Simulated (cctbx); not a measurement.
## A crystallographic session in cctbx: YbAgPt

Library: cctbx 2025.11. The data are simulated by the first script.

## 1. Simulate the data

run.py:

```python
from cctbx import adptbx, crystal, miller, sgtbx, xray
from cctbx.array_family import flex
from iotbx.shelx import hklf
from scitbx import matrix
import scitbx.random

cs = crystal.symmetry(unit_cell=(4.525, 4.525, 10.376, 90, 90, 120), space_group_symbol='Hall: P -6 2')  # P-6m2
atoms = [  # label, site, U (iso, or U11 U22 U33 U12 U13 U23 in A^2), occupancy
    ("Pt1", (2/3, 1/3, 0.848), (0.0035, 0.0035, 0.0026, 0.0018, 0.0000, 0.0000), 1),
    ("Pt2", (1/3, 2/3, 0.5), (0.0023, 0.0023, 0.0018, 0.0012, 0.0000, -0.0000), 1),
    ("Yb1", (0, 0, 0), (0.0023, 0.0023, 0.0031, 0.0011, 0.0000, 0.0000), 1),
    ("Yb2", (0, 0, 0.6646), (0.0028, 0.0028, 0.0031, 0.0014, 0.0000, 0.0000), 1),
    ("Ag1", (2/3, 1/3, 0.5), (0.0025, 0.0025, 0.0046, 0.0013, 0.0000, 0.0000), 1),
    ("Ag2", (1/3, 2/3, 0.8145), (0.0026, 0.0026, 0.0016, 0.0013, 0.0000, 0.0000), 1),
]
xs = xray.structure(crystal_symmetry=cs)
for label, site, u, occ in atoms:
    u = adptbx.u_cif_as_u_star(cs.unit_cell(), u) if isinstance(u, tuple) else u
    xs.add_scatterer(xray.scatterer(label, site=site, u=u, occupancy=occ))
xs.set_inelastic_form_factors(0.56087, "sasaki")
xs.show_summary()
p1 = xs.expand_to_p1()
ms = miller.build_set(p1, anomalous_flag=True, d_min=1.1)
flex.set_random_seed(312348)
scitbx.random.set_random_seed(312348)
ms = ms.select(flex.random_double(ms.size()) < 0.7)
i = ms.structure_factors_from_scatterers(p1, algorithm="direct").f_calc().as_intensity_array().data()
i = i * 5000 / flex.max(i)
sig = flex.sqrt(i + flex.pow2(0.02 * i) + 15 ** 2)
noise = scitbx.random.variate(scitbx.random.normal_distribution())(i.size())
data = ms.array(data=i + sig * noise, sigmas=sig).set_observation_type_xray_intensity()
with open("data.hkl", "w") as f:
    data.export_as_shelx_hklf(f)
print("reflections written:", data.size(), " <I/sigma> = %.1f" % flex.mean(data.data() / data.sigmas()))
for h, a, b in list(data.sort("data"))[:12]:
    print("%4d%4d%4d %9.1f %7.1f" % (h + (a, b)))
```

```console
$ python run.py
```

```text
Number of scatterers: 6
At special positions: 6
Unit cell: (4.525, 4.525, 10.376, 90, 90, 120)
Space group: P -6 m 2 (No. 187)
reflections written: 405  <I/sigma> = 8.5
  -1  -1   0    5186.5   123.4
   1  -2   0    5130.4   123.4
   1   1   0    4830.9   123.4
   0   0  -6    3591.8    92.7
   0   0   6    3550.3    92.7
   3   0   0    3265.2    84.3
   3  -3   0    3196.6    84.3
   0  -3   0    3133.5    84.3
   0   3   0    3026.1    84.3
  -3   3   0    3021.5    84.3
  -1   2   6    2916.5    78.2
   2  -1  -6    2860.5    78.2
```

Run time: 0.26 s on 1 thread of AMD EPYC 7B13 (Zen 3), with other jobs on the host, peak memory 0.07 GiB.

## 2. Refinement (right model)

run.py:

```python
import math
from cctbx import adptbx, crystal, maptbx, sgtbx, xray
from cctbx.array_family import flex
from cctbx.xray import observations
from iotbx.shelx import hklf
from scitbx.lstbx import normal_eqns_solving
from smtbx import absolute_structure, utils
from smtbx.refinement import constraints, least_squares

cs = crystal.symmetry(unit_cell=(4.525, 4.525, 10.376, 90, 90, 120), space_group_symbol='Hall: P -6 2')  # P-6m2
atoms = [  # label, site, U (iso, or U11 U22 U33 U12 U13 U23 in A^2), occupancy
    ("Pt1", (2/3, 1/3, 0.8468), 0.0200, 1),
    ("Pt2", (1/3, 2/3, 0.5), 0.0200, 1),
    ("Yb1", (0, 0, 0), 0.0200, 1),
    ("Yb2", (0, 0, 0.6625), 0.0200, 1),
    ("Ag1", (2/3, 1/3, 0.5), 0.0200, 1),
    ("Ag2", (1/3, 2/3, 0.8097), 0.0200, 1),
]
xs = xray.structure(crystal_symmetry=cs)
for label, site, u, occ in atoms:
    u = adptbx.u_cif_as_u_star(cs.unit_cell(), u) if isinstance(u, tuple) else u
    xs.add_scatterer(xray.scatterer(label, site=site, u=u, occupancy=occ))
xs.set_inelastic_form_factors(0.56087, "sasaki")
raw = hklf.reader(file_name="data.hkl").as_miller_arrays(crystal_symmetry=cs, anomalous=True)[0]
merged = raw.eliminate_sys_absent().merge_equivalents()
fo2 = merged.array().set_observation_type_xray_intensity()
print("Rint %.3f, %d unique reflections to %.2f A" % (merged.r_int(), fo2.size(), fo2.d_min()))
for sc in xs.scatterers():
    sc.flags.set_grad_site(True)
    sc.flags.set_grad_u_aniso(sc.flags.use_u_aniso())
    sc.flags.set_grad_u_iso(sc.flags.use_u_iso())
obs = fo2.as_xray_observations()
extra = {}
rep = constraints.reparametrisation(xs, [], utils.connectivity_table(xs), **extra)
ls = least_squares.crystallographic_ls(obs, rep, weighting_scheme=least_squares.mainstream_shelx_weighting(a=0, b=0))
print("cycle     R1     wR2    GooF  max shift (A)")
for cycle in range(8):
    ls.build_up()
    r1, wr2, goof = ls.r1_factor(cutoff_factor=2)[0], ls.wR2(), ls.goof()
    old = xs.sites_cart()
    normal_eqns_solving.levenberg_marquardt_iterations(ls, n_max_iterations=3, tau=1e-06, step_threshold=1e-7)
    big = flex.max((xs.sites_cart() - old).norms())
    print("%4d %7.4f %7.4f %7.3f %9.5f" % (cycle + 1, r1, wr2, goof, big))
    ls.build_up(objective_only=True)
    if abs(ls.wR2() - wr2) < 5e-5 and big < 5e-4:
        break
ls.build_up()
print("final R1 %.4f wR2 %.4f GooF %.3f  parameters %d  data/parameter %.1f" % (ls.r1_factor(cutoff_factor=2)[0], ls.wR2(), ls.goof(), ls.n_parameters, fo2.size() / ls.n_parameters))
cov = ls.covariance_matrix_and_annotations()
su = dict(zip(cov.annotations, (math.sqrt(max(v, 0)) for v in cov.matrix.matrix_packed_u_diagonal())))
a2 = cs.unit_cell().reciprocal_parameters()[0] ** -2
print("atom        x        y        z      Ueq    occ   su(xyz)  su(Uiso or U11)")
for sc in xs.scatterers():
    s = max(su.get(sc.label + k, 0) for k in (".x", ".y", ".z"))
    npd = "" if sc.is_positive_definite_u(cs.unit_cell()) else "  NPD"
    print("%-5s %8.5f %8.5f %8.5f %8.4f %6.3f %8.5f %7.4f%s" % ((sc.label,) + sc.site + (sc.u_iso_or_equiv(cs.unit_cell()), sc.occupancy, s, su.get(sc.label + ".uiso", su.get(sc.label + ".u11", 0) * a2), npd)))
fo = fo2.f_sq_as_f()
fc = fo.structure_factors_from_scatterers(xs, algorithm="direct").f_calc()
diff = fo.f_obs_minus_f_calc(1 / math.sqrt(ls.scale_factor()), fc).average_bijvoet_mates()
m = diff.fft_map(symmetry_flags=maptbx.use_space_group_symmetry, resolution_factor=0.25).apply_volume_scaling()
print("difference map: max %.2f min %.2f rms %.2f" % (m.statistics().max(), m.statistics().min(), m.statistics().sigma()))
peaks = m.peak_search(parameters=maptbx.peak_search_parameters(min_distance_sym_equiv=0.6, max_clusters=6)).all()
near = xs.closest_distances(peaks.sites(), distance_cutoff=4)
sps = cs.special_position_settings(min_distance_sym_equiv=0.5)
for k, (x, h) in enumerate(zip(peaks.sites(), peaks.heights())):
    ss = sps.site_symmetry(x)
    print("Q%-3d %7.4f %7.4f %7.4f %4d %7.2f  %.2f A from %s" % ((k + 1,) + tuple(t % 1 for t in ss.exact_site()) + (ss.multiplicity(), h, near.smallest_distances[k], xs.scatterers()[near.i_seqs[k]].label)))
```

```console
$ python run.py
```

```text
Rint 0.044, 83 unique reflections to 1.11 A
cycle     R1     wR2    GooF  max shift (A)
   1  0.0833  0.1419   4.142   0.04435
   2  0.0252  0.0292   0.854   0.00058
   3  0.0252  0.0292   0.854   0.00008
final R1 0.0252 wR2 0.0292 GooF 0.854  parameters 9  data/parameter 9.2
atom        x        y        z      Ueq    occ   su(xyz)  su(Uiso or U11)
Pt1    0.66667  0.33333  0.84785   0.0019  1.000  0.00037  0.0014
Pt2    0.33333  0.66667  0.50000   0.0032  1.000  0.00000  0.0017
Yb1    0.00000  0.00000  0.00000   0.0062  1.000  0.00000  0.0032
Yb2    0.00000  0.00000  0.66415   0.0017  1.000  0.00075  0.0017
Ag1    0.66667  0.33333  0.50000   0.0010  1.000  0.00000  0.0028
Ag2    0.33333  0.66667  0.81395   0.0051  1.000  0.00077  0.0019
difference map: max 2.51 min -2.21 rms 0.54
Q1    0.0000  0.0000  0.2876    2    2.59  0.50 A from Yb2
Q2    0.3333  0.6667  0.2777    2    2.51  0.95 A from Ag2
Q3    0.6667  0.3333  0.2795    2    1.86  1.32 A from Pt1
Q4    0.5955  0.1910  0.0000    3    1.53  1.67 A from Pt1
Q5    0.6052  0.2103  0.4333    6    1.25  0.84 A from Ag1
Q6    0.2596  0.5192  0.0000    3    1.22  2.02 A from Ag2
```

Time: 0.36 s.

## 3. Simulate the data

run.py, as its changes from the last script of this kind:

```diff
@@ -23 +23 @@
-ms = miller.build_set(p1, anomalous_flag=True, d_min=1.1)
+ms = miller.build_set(p1, anomalous_flag=True, d_min=0.84)
```

```console
$ python run.py
```

```text
Number of scatterers: 6
At special positions: 6
Unit cell: (4.525, 4.525, 10.376, 90, 90, 120)
Space group: P -6 m 2 (No. 187)
reflections written: 941  <I/sigma> = 7.3
   2  -1   0    5311.2   123.4
  -2   1   0    5124.3   123.4
  -1   2   0    5108.7   123.4
   1  -2   0    5018.4   123.4
   0   0   6    3562.6    92.7
  -3   0   0    3278.3    84.3
   0  -3   0    3270.3    84.3
  -3   3   0    3111.1    84.3
   0   3   0    3051.3    84.3
   2  -1   6    2862.1    78.2
   1  -2  -6    2846.6    78.2
  -1  -1  -6    2836.5    78.2
```

Time: 0.24 s.

## 4. Refinement (right model)

run.py, as its changes from the last script of this kind:

```diff
@@ -12 +12 @@
-    ("Pt1", (2/3, 1/3, 0.8468), 0.0200, 1),
+    ("Pt1", (2/3, 1/3, 0.8481), 0.0200, 1),
@@ -15 +15 @@
-    ("Yb2", (0, 0, 0.6625), 0.0200, 1),
+    ("Yb2", (0, 0, 0.661), 0.0200, 1),
@@ -17 +17 @@
-    ("Ag2", (1/3, 2/3, 0.8097), 0.0200, 1),
+    ("Ag2", (1/3, 2/3, 0.8136), 0.0200, 1),
@@ -23,0 +24 @@
+xs.convert_to_anisotropic()
```

```console
$ python run.py
```

```text
Rint 0.053, 171 unique reflections to 0.84 A
cycle     R1     wR2    GooF  max shift (A)
   1  0.1225  0.2570   7.422   0.03656
   2  0.0210  0.0324   0.937   0.00155
   3  0.0209  0.0324   0.936   0.00173
   4  0.0210  0.0324   0.936   0.00000
final R1 0.0210 wR2 0.0324 GooF 0.936  parameters 15  data/parameter 11.4
atom        x        y        z      Ueq    occ   su(xyz)  su(Uiso or U11)
Pt1    0.66667  0.33333  0.84798   0.0028  1.000  0.00033  0.0011
Pt2    0.33333  0.66667  0.50000   0.0030  1.000  0.00000  0.0018
Yb1    0.00000  0.00000  0.00000   0.0022  1.000  0.00000  0.0026
Yb2    0.00000  0.00000  0.66463   0.0039  1.000  0.00106  0.0013
Ag1    0.66667  0.33333  0.50000   0.0051  1.000  0.00000  0.0025
Ag2    0.33333  0.66667  0.81512   0.0016  1.000  0.00102  0.0017
difference map: max 4.52 min -3.10 rms 0.79
Q1    0.6667  0.3333  0.0000    1    4.52  1.58 A from Pt1
Q2    0.1699  0.3397  0.0000    3    3.55  1.33 A from Yb1
Q3    0.3152  0.1576  0.0000    3    3.20  1.24 A from Yb1
Q4    0.5135  0.0270  0.0000    3    3.09  1.98 A from Pt1
Q5    0.0000  0.0000  0.0000    1    2.87  0.00 A from Yb1
Q6    0.3333  0.6667  0.2024    2    2.55  0.18 A from Ag2
```

Time: 0.39 s.

## 5. Simulate the data

run.py, as its changes from the last script of this kind:

```diff
@@ -23 +23 @@
-ms = miller.build_set(p1, anomalous_flag=True, d_min=0.84)
+ms = miller.build_set(p1, anomalous_flag=True, d_min=0.6)
```

```console
$ python run.py
```

```text
Number of scatterers: 6
At special positions: 6
Unit cell: (4.525, 4.525, 10.376, 90, 90, 120)
Space group: P -6 m 2 (No. 187)
reflections written: 2504  <I/sigma> = 6.2
   1  -2   0    5059.9   123.4
   2  -1   0    4959.9   123.4
   1   1   0    4913.0   123.4
  -1  -1   0    4811.5   123.4
   0   0   6    3597.6    92.7
   0   0  -6    3391.1    92.7
  -3   3   0    3210.3    84.3
   0  -3   0    3186.2    84.3
   0   3   0    3165.0    84.3
   3  -3   0    3148.8    84.3
  -1  -1   6    2881.3    78.2
  -1   2   6    2808.1    78.2
```

Time: 0.26 s.

## 6. Refinement (right model)

run.py, as its changes from the last script of this kind:

```diff
@@ -12 +12 @@
-    ("Pt1", (2/3, 1/3, 0.8481), 0.0200, 1),
+    ("Pt1", (2/3, 1/3, 0.8445), 0.0200, 1),
@@ -15 +15 @@
-    ("Yb2", (0, 0, 0.661), 0.0200, 1),
+    ("Yb2", (0, 0, 0.6663), 0.0200, 1),
@@ -17 +17 @@
-    ("Ag2", (1/3, 2/3, 0.8136), 0.0200, 1),
+    ("Ag2", (1/3, 2/3, 0.8103), 0.0200, 1),
```

```console
$ python run.py
```

```text
Rint 0.071, 410 unique reflections to 0.60 A
cycle     R1     wR2    GooF  max shift (A)
   1  0.2608  0.4295  10.339   0.03879
   2  0.0267  0.0390   0.939   0.01108
   3  0.0266  0.0386   0.929   0.00078
   4  0.0266  0.0386   0.929   0.00009
final R1 0.0266 wR2 0.0386 GooF 0.929  parameters 15  data/parameter 27.3
atom        x        y        z      Ueq    occ   su(xyz)  su(Uiso or U11)
Pt1    0.66667  0.33333  0.84814   0.0029  1.000  0.00018  0.0005
Pt2    0.33333  0.66667  0.50000   0.0022  1.000  0.00000  0.0007
Yb1    0.00000  0.00000  0.00000   0.0030  1.000  0.00000  0.0009
Yb2    0.00000  0.00000  0.66487   0.0029  1.000  0.00032  0.0005
Ag1    0.66667  0.33333  0.50000   0.0043  1.000  0.00000  0.0009
Ag2    0.33333  0.66667  0.81519   0.0025  1.000  0.00046  0.0007
difference map: max 5.41 min -6.08 rms 1.30
Q1    0.3333  0.6667  0.3700    2    5.87  1.35 A from Pt2
Q2    0.6667  0.3333  0.0533    2    5.27  1.02 A from Pt1
Q3    0.6667  0.3333  0.2056    2    4.99  0.56 A from Pt1
Q4    0.9929  0.2562  0.0000    6    4.44  1.18 A from Yb1
Q5    0.1167  0.2335  0.0581    6    4.30  1.10 A from Yb1
Q6    0.5342  0.2671  0.5000    3    4.11  0.52 A from Ag1
```

It took 0.37 s on 1 thread of AMD EPYC 7B13 (Zen 3), on a shared host, peak memory 0.09 GiB.

[Logs are printed without paths, hosts, clocks, repeated set-up lines and the standing remarks that a program may print on its own settings, such as how far it seeks lower states.]
